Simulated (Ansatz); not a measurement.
# How fast states decay through YPPb2O6, part 3 of 4

A new crystal, YPPb2O6: structure, gap and complex bands. It is built by putting P for Sb in the YSbPb2O6 structure of space group C2/m, with the volume rescaled by atomic radii. The parent structure comes from the Materials Project.

Ansatz 0.2.0; PBE DFT, plane waves, PAW files (the session's first sound run).

So far, gap on the k-mesh (eV): step 3 (band edges) 2.49.

The structure was built from a prototype and need not be the compound's stable phase.

### Step 6. Complex bands, plane (100)

Level of this step: PBE DFT, plane waves, PAW files; complex bands by layer matching along the plane's normal (Ansatz).

The same for the (100) plane, at (0, 0) and (0.5, 0), to see how the decay depends on direction.

File input.yaml:

```yaml
crystal:
  lattice:
    - [5.634383385, 0.0, 0.0]
    - [0.0, 5.626465336, 0.0]
    - [-2.813351719, 2.813232668, 3.98088622]
  atoms:
    - { symbol: "Y", position: [0.0, 0.0, 0.0] }
    - { symbol: P, position: [0.5, 0.5, 0.0] }
    - { symbol: Pb, position: [0.7488873436, 0.7505628922, 0.4988742156] }
    - { symbol: Pb, position: [0.2511126564, 0.2494371078, 0.5011257844] }
    - { symbol: O, position: [0.7180237487, 0.7202347383, 0.9982186354] }
    - { symbol: O, position: [0.7180237487, 0.2815466263, 0.9982186354] }
    - { symbol: O, position: [0.2819762513, 0.2797652617, 0.0017813646] }
    - { symbol: O, position: [0.2819762513, 0.7184533737, 0.0017813646] }
    - { symbol: O, position: [0.7205129382, 0.280871829, 0.438256342] }
    - { symbol: O, position: [0.2794870618, 0.719128171, 0.561743658] }
kpoints:
  mp_grid: { grid: [6, 6, 6] }
scf:
  occupations: { method: fixed }
hamiltonian:
  xc: pbe
output:
  eigenvalues: true
  transmission:
    leads: [[0, 0]]
    kpoints: [[0.0, 0.0], [0.5, 0.0]]
    e_range: [-1.0, 3.49]
    de: 0.09
```

Started as:

```
$ ansatz run input.yaml --threads 2 --pin off --max-ram 4096MiB --backend cpu --events-out ev --progress --plain --runs-dir out
```

Numbers of over 12 decimals in the logs are rounded to 6 here.

Output:

```text
[...]
Crystal: 10 atoms, lattice volume = 126.201 Å³
Basis set: ecut = 420 eV, 2445 PW (Γ)
Bands: 50, of which v1, the nominal top of the filled ones, is band 40 counted from 1 (39 counted from 0)
Symmetry: 4 space group operations
[...]
k-points: 68 of 216
[...]
SCF iter   1: F=—  HF=-31826.579776 eV  |F-HF|=—  |Δ(HF+E_count)|=         —  Δρ=2.79e-3  dr2=9.58e-3  ethr=1.77e-3  ⟨swp⟩=5.5  Hψ=12944  notcnv=0  defer=496
[...]
SCF iter   6: F=-31826.577269 eV  HF=-31826.577269 eV  |F-HF|=3.02e-8  |Δ(HF+E_count)|=   3.58e-8  Δρ=9.30e-6  dr2=7.97e-8  ethr=1.25e-10  ⟨swp⟩=11.6  Hψ=19276  notcnv=0
SCF 1 converged in 6 iterations: F = -31826.577269 eV  dr2 = 7.97e-8
[...]
transmission: 7 of 14 steps passed
transmission: 14 of 14 steps passed
SCF converged after 6 iterations
Free energy (F): -31826.577269 eV
[...]
Internal energy: -31826.577269 eV  (E = F + TS)
E sigma→0 (E₀):  -31826.577269 eV
Fermi energy:    10.655445 eV
[...]
--- Band table (eV; the first three rows and the last of 68) ---
  k-point 0: bands = [... 36 lower, 9.1151, 10.4118, 10.4135, 10.4147, 14.8961, 14.9050, 14.9090, 16.3130, ... 6 higher]
  k-point 1: bands = [... 36 lower, 9.1418, 10.2035, 10.2045, 10.4222, 14.9306, 15.1018, 15.1123, 15.7025, ... 6 higher]
  k-point 2: bands = [... 36 lower, 9.5258, 9.5286, 9.9484, 10.4405, 14.0576, 15.0360, 15.2763, 15.2903, ... 6 higher]
  k-point 67: bands = [... 36 lower, 9.5678, 9.6701, 10.2237, 10.3681, 13.6859, 14.7413, 15.2005, 15.2126, ... 6 higher]
--- Transmission ---
  basis      : 277 plane waves across, 7 finite elements along
  points     : 2, as listed
[...]
crystal 0  : O6Y1P1Pb2, at the sites [0, 0], period 3.9809 Å: whole cells are its period
[...]
channels       : 0.000000e0 a spin
[...]
slowest decay  : 0.1952 /Å at (0.0000, 0.0000)
```

The job ended after 87 s (2 threads of Arm Neoverse V1, shared host; peak memory 0.97 GiB; 2.5 min of CPU time).

Numbers from this step:

| Quantity | Value |
| --- | --- |
| decay constant at the filling level, zone centre | 0.1952 Å⁻¹ |
| decay constant at the filling level, slowest listed point | 0.1952 Å⁻¹ |

K parallel (0, 0); values up to 1.5 1/Å, a degenerate pair printed once or twice; energies at which all values exceed this have no row. Table of Im kz of the slowest decaying states by energy, zero at the highest filled level on the SCF mesh:

| energy (eV) | decay 1 (Å⁻¹) | decay 2 (Å⁻¹) | decay 3 (Å⁻¹) | decay 4 (Å⁻¹) |
| --- | --- | --- | --- | --- |
| -1.00 | 0.224 | 0.317 | 0.319 | 0.370 |
| -0.82 | 0.246 | 0.349 | 0.350 | 0.391 |
| -0.64 | 0.266 | 0.374 | 0.375 | 0.410 |
| -0.46 | 0.283 | 0.394 | 0.395 | 0.427 |
| -0.28 | 0.298 | 0.408 | 0.409 | 0.441 |
| -0.10 | 0.233 | 0.237 | 0.311 | 0.419 |
| -0.01 | 0.311 | 0.315 | 0.317 | 0.417 |
| 0.08 | 0.0726 | 0.323 | 0.400 | 0.402 |
| 0.26 | 0.124 | 0.333 | 0.489 | 0.497 |
| 0.44 | 0.153 | 0.342 | 0.474 | 0.476 |
| 0.62 | 0.172 | 0.350 | 0.475 | 0.476 |
| 0.80 | 0.185 | 0.357 | 0.477 | 0.479 |
| 0.98 | 0.192 | 0.363 | 0.479 | 0.481 |
| 1.16 | 0.195 | 0.369 | 0.480 | 0.482 |
| 1.25 | 0.195 | 0.371 | 0.481 | 0.482 |
| 1.43 | 0.192 | 0.375 | 0.480 | 0.481 |
| 1.61 | 0.185 | 0.379 | 0.478 | 0.479 |
| 1.79 | 0.173 | 0.381 | 0.475 | 0.476 |
| 1.97 | 0.156 | 0.384 | 0.471 | 0.472 |
| 2.15 | 0.131 | 0.385 | 0.465 | 0.466 |
| 2.33 | 0.0927 | 0.386 | 0.458 | 0.459 |
| 2.51 | 0.387 | 0.449 | 0.450 | 0.600 |
| 2.69 | 0.387 | 0.438 | 0.439 | 0.595 |
| 2.87 | 0.387 | 0.425 | 0.427 | 0.586 |
| 3.05 | 0.387 | 0.410 | 0.411 | 0.547 |
| 3.23 | 0.388 | 0.391 | 0.393 | 0.511 |
| 3.41 | 0.368 | 0.370 | 0.389 | 0.478 |

K parallel (0, 0). The Re kz of states that move upwards by energy, zero at the highest filled level on the SCF mesh:

| energy (eV) | channel 1 (Å⁻¹) | channel 2 (Å⁻¹) | channel 3 (Å⁻¹) |
| --- | --- | --- | --- |
| -1.00 | -0.486 | -0.485 | 0.448 |
| -0.82 | -0.425 | -0.425 | 0.497 |
| -0.73 | -0.392 | -0.392 | 0.520 |
| -0.55 | -0.315 | -0.315 | 0.567 |
| -0.37 | -0.207 | -0.206 | 0.616 |
| -0.28 | -0.114 | -0.111 | 0.642 |
| -0.10 | 0.705 | - | - |
| -0.01 | 0.765 | - | - |
| 0.08 | - | - | - |
| 0.26 | - | - | - |
| 0.35 | - | - | - |
| 0.53 | - | - | - |
| 0.71 | - | - | - |
| 0.80 | - | - | - |
| 0.98 | - | - | - |
| 1.16 | - | - | - |
| 1.25 | - | - | - |
| 1.43 | - | - | - |
| 1.61 | - | - | - |
| 1.70 | - | - | - |
| 1.88 | - | - | - |
| 2.06 | - | - | - |
| 2.15 | - | - | - |
| 2.33 | - | - | - |
| 2.51 | -0.753 | - | - |
| 2.69 | -0.677 | - | - |
| 2.78 | -0.653 | - | - |
| 2.96 | -0.611 | - | - |
| 3.14 | -0.574 | - | - |
| 3.23 | -0.557 | - | - |
| 3.41 | -0.525 | - | - |

K parallel (0.5, 0); values up to 1.5 1/Å, a degenerate pair printed once or twice; energies at which all values exceed this have no row. Table of Im kz of the slowest decaying states by energy, zero at the highest filled level on the SCF mesh:

| energy (eV) | decay 1 (Å⁻¹) | decay 2 (Å⁻¹) | decay 3 (Å⁻¹) | decay 4 (Å⁻¹) |
| --- | --- | --- | --- | --- |
| -1.00 | 0.126 | 0.127 | 0.187 | 0.188 |
| -0.82 | 0.0494 | 0.0604 | 0.0756 | 0.125 |
| -0.64 | 0.0876 | 0.161 | 0.170 | 0.232 |
| -0.46 | 0.224 | 0.227 | 0.279 | 0.285 |
| -0.28 | 0.265 | 0.267 | 0.296 | 0.304 |
| -0.10 | 0.301 | 0.304 | 0.429 | 0.479 |
| -0.01 | 0.309 | 0.311 | 0.447 | 0.488 |
| 0.08 | 0.316 | 0.318 | 0.464 | 0.497 |
| 0.26 | 0.326 | 0.328 | 0.494 | 0.516 |
| 0.44 | 0.334 | 0.336 | 0.520 | 0.535 |
| 0.62 | 0.340 | 0.341 | 0.544 | 0.547 |
| 0.80 | 0.343 | 0.344 | 0.557 | 0.565 |
| 0.98 | 0.344 | 0.345 | 0.568 | 0.576 |
| 1.16 | 0.344 | 0.344 | 0.579 | 0.587 |
| 1.25 | 0.343 | 0.343 | 0.585 | 0.593 |
| 1.43 | 0.339 | 0.340 | 0.596 | 0.604 |
| 1.61 | 0.334 | 0.334 | 0.609 | 0.617 |
| 1.79 | 0.327 | 0.327 | 0.623 | 0.632 |
| 1.97 | 0.317 | 0.317 | 0.640 | 0.640 |
| 2.15 | 0.304 | 0.305 | 0.638 | 0.643 |
| 2.33 | 0.289 | 0.289 | 0.635 | 0.640 |
| 2.51 | 0.269 | 0.270 | 0.630 | 0.635 |
| 2.69 | 0.245 | 0.246 | 0.625 | 0.630 |
| 2.87 | 0.200 | 0.202 | 0.226 | 0.226 |
| 3.05 | 0.142 | 0.143 | 0.195 | 0.195 |
| 3.23 | 0.147 | 0.147 | 0.600 | 0.606 |
| 3.41 | 0.0350 | 0.0358 | 0.589 | 0.595 |

At the listed wavevectors the last open channel is at -0.01 eV and the next at +2.51 eV on the grid. At +1.25 eV, the grid energy nearest the filling level (the middle of the gap on the SCF mesh), the slowest state at the listed wavevectors decays with κ = 0.195 Å⁻¹, its amplitude falling by e over 5.1 Å; the first such run, plane (001), gave 0.234 Å⁻¹.

### Step 7. Band edges at another level, cutoff 1240 eV

This step: PBE DFT, plane waves, norm-conserving files (Ansatz 0.2.0).

The edges again with norm-conserving files, at the same atoms. Against that run the cutoff is 1240 eV against 420.

File input.yaml:

```yaml
crystal:
  lattice:
    - [4.8745731802, -2.8132326682, 0.0306480873]
    - [4.8745731802, 2.8132326682, 0.0306480873]
    - [-3.2806757421, 0.0, 4.580768801]
  atoms:
    - { symbol: "Y", position: [0.0, 0.0, 0.0] }
    - { symbol: P, position: [0.5, 0.5, 0.5] }
    - { symbol: Pb, position: [0.2494371078, 0.2494371078, 0.7488873436] }
    - { symbol: Pb, position: [0.7505628922, 0.7505628922, 0.2511126564] }
    - { symbol: O, position: [0.7184533737, 0.2797652617, 0.7180237487] }
    - { symbol: O, position: [0.2797652617, 0.7184533737, 0.7180237487] }
    - { symbol: O, position: [0.2815466263, 0.7202347383, 0.2819762513] }
    - { symbol: O, position: [0.7202347383, 0.2815466263, 0.2819762513] }
    - { symbol: O, position: [0.719128171, 0.719128171, 0.7205129382] }
    - { symbol: O, position: [0.280871829, 0.280871829, 0.2794870618] }
kpoints:
  mp_grid: { grid: [6, 6, 6] }
  band_path: { path: [VBM, CBM], npoints: 30 }
scf:
  occupations: { method: fixed }
hamiltonian:
  xc: pbe
  pseudopotentials: { kind: nc }
output:
  eigenvalues: true
```

Output:

```text
[...]
Crystal: 10 atoms, lattice volume = 126.201 Å³
Basis set: ecut = 1240 eV, 12421 PW (Γ)
Bands: 50, of which v1, the nominal top of the filled ones, is band 40 counted from 1 (39 counted from 0)
Symmetry: 4 space group operations
[...]
k-points: 68 of 216
[...]
SCF iter   1: F=—  HF=-8601.959251 eV  |F-HF|=—  |Δ(HF+E_count)|=         —  Δρ=7.51e-2  dr2=1.30e1  ethr=3.10e-3  ⟨swp⟩=10.5  Hψ=24567  notcnv=0  defer=488
[...]
SCF iter  10: F=-8597.986310 eV  HF=-8597.986310 eV  |F-HF|=1.96e-9  |Δ(HF+E_count)|=   2.03e-8  Δρ=1.97e-6  dr2=3.29e-9  ethr=1.25e-10  ⟨swp⟩=37.1  Hψ=43756  notcnv=0
SCF 1 converged in 10 iterations: F = -8597.986310 eV  dr2 = 3.29e-9
[...]
SCF converged after 10 iterations
Free energy (F): -8597.986310 eV
[...]
Internal energy: -8597.986310 eV  (E = F + TS)
E sigma→0 (E₀):  -8597.986310 eV
Fermi energy:    10.888605 eV
[...]
--- Band table (eV; the first three rows and the last of 68) ---
  k-point 0: bands = [... 36 lower, 9.3523, 10.6467, 10.6484, 10.6496, 15.1315, 15.1404, 15.1444, 16.5412, ... 6 higher]
  k-point 1: bands = [... 36 lower, 9.4057, 10.5475, 10.5476, 10.5767, 15.1732, 15.2839, 15.2857, 16.0575, ... 6 higher]
  k-point 2: bands = [... 36 lower, 9.7185, 10.2990, 10.3002, 10.4123, 14.6874, 14.9042, 15.5595, 15.5655, ... 6 higher]
  k-point 67: bands = [... 36 lower, 10.0600, 10.1405, 10.1417, 10.3053, 14.1166, 14.3190, 15.7051, 15.7313, ... 6 higher]
```

Run time: 4 min. Hardware: 2 threads; peak memory 1.5 GiB; 7.9 min of CPU time.

This step gave:

| Item | Value |
| --- | --- |
| free energy | -8597.9863 eV |
| Fermi energy | 10.89 eV |
| gap on the k-mesh | 2.501 eV |
| gap on path | 2.501 eV, by band count; negative where bands overlap |
| direct gap on path | 2.501 eV |

Levels at VBM (eV): -7.88, -7.37, -5.34, -5.34, -5.17, -3.73, -3.56, -3.54, -3.54, -2.88, -2.88, -1.78, -1.77, -1.77, -1.71, -1.40, -1.39, -0.20, 0.00, 2.50, 4.55, 4.56, 4.57, 4.92, 4.94, 5.02, 5.29, 7.40, 7.42.

The searched edges give 2.50 eV, as on the mesh.

### Step 8. Complex bands at another level

This step: PBE DFT, plane waves, norm-conserving files; complex bands by layer matching along the plane's normal (Ansatz 0.2.0).

The complex bands at that level, over its own gap, at (0, 0) and (-0.5, -0.5).

File input.yaml:

```yaml
crystal:
  lattice:
    - [5.628204069, 0.0, 0.0]
    - [2.815840498, 4.873163585, 0.0]
    - [2.811763515, -1.625403021, 4.601304572]
  atoms:
    - { symbol: "Y", position: [0.0, 0.0, 0.0] }
    - { symbol: P, position: [0.0, 0.5, 0.5] }
    - { symbol: Pb, position: [0.5005497642, 0.2494371078, 0.7488873436] }
    - { symbol: Pb, position: [0.4994502358, 0.7505628922, 0.2511126564] }
    - { symbol: O, position: [0.000429625, 0.2797652617, 0.7180237487] }
    - { symbol: O, position: [0.561741513, 0.7184533737, 0.7180237487] }
    - { symbol: O, position: [0.999570375, 0.7202347383, 0.2819762513] }
    - { symbol: O, position: [0.438258487, 0.2815466263, 0.2819762513] }
    - { symbol: O, position: [0.9986152328, 0.719128171, 0.7205129382] }
    - { symbol: O, position: [0.0013847672, 0.280871829, 0.2794870618] }
kpoints:
  mp_grid: { grid: [6, 6, 6] }
scf:
  occupations: { method: fixed }
hamiltonian:
  xc: pbe
  pseudopotentials: { kind: nc }
output:
  eigenvalues: true
  transmission:
    leads: [[0, 0]]
    kpoints: [[0.0, 0.0], [-0.5, -0.5]]
    e_range: [-1.0, 3.5]
    de: 0.11
```

Output:

```text
Engine: ansatz 0.2.0, aarch64-unknown-linux-gnu
Pseudopotentials: kind: nc
Pseudopotential: Y, nc, valence charge 11, recommended cutoff 979.609905 eV (normal), Y.nc.azcp
Pseudopotential: P, nc, valence charge 5, recommended cutoff 598.650497 eV (normal), P.nc.azcp
Pseudopotential: Pb, nc, valence charge 14, recommended cutoff 850 eV (normal), Pb.nc.azcp
Pseudopotential: O, nc, valence charge 6, recommended cutoff 1240 eV (normal), O.nc.azcp
Functional definition: PBE
  parameter kappa = 0.804
  parameter beta = 0.066725
  exchange = pbe_x(kappa = kappa, mu = beta*pi^2/3)
  correlation = pbe_c(beta = beta)
Error: memory limit exceeded: the `transmission` phase of `transmission` needs 4.39 GiB against the run's memory maximum of 4.00 GiB; largest carriers: transmission 3.99 GiB, unmodelled-tail allowance 0.30 GiB, source scf tables 0.09 GiB, source scf state 0.00 GiB; the layers of output.transmission grow with the square of the cell's cross-section: a lower cutoff or a narrower output.transmission.e_range takes less, and so, most of all in a narrow cell, does a wider de; where no e_range is typed, a fill by count is planned with a gap of 40 thermal energies
with nothing else changed it takes a maximum of at least 4.39 GiB, with nothing to spare, and 4.83 GiB leaves up to a tenth: --max-ram 4.83GiB where that set the maximum, else more of the term that did, and with no share typed, where 4.83 GiB is over 0.88 of the host's memory or its container's limit, a share of 0.88 or more that holds the maximum too (--max-ram-frac F), where one does; The budget is ten elevenths of [...]
`transmission` follows the SCF: where the deck gives it k-points, a mesh or a band count of its own, those are what to reduce (not on a resume, whose deck is fixed)
```

Elapsed: 0.39 s, on 2 threads; peak memory 0.2 GiB.

The program refused the input before any cycle.

The program's message: “Error: memory limit exceeded: the `transmission` phase of `transmission` needs 4.39 GiB against the run's memory maximum of 4.00 GiB; largest carriers: transmission 3.99 GiB, unmodelled-tail allowance …”

(Continued in part 4 of 4.)

[Logs are printed without paths, hosts, clocks, repeated set-up lines and the standing remarks that a program may print on its own settings, such as how far it seeks lower states.]

[Hosts, paths, dates, database ids (printed as entryN), source tags and the programs' standing remarks are cut or masked in the printed files.]
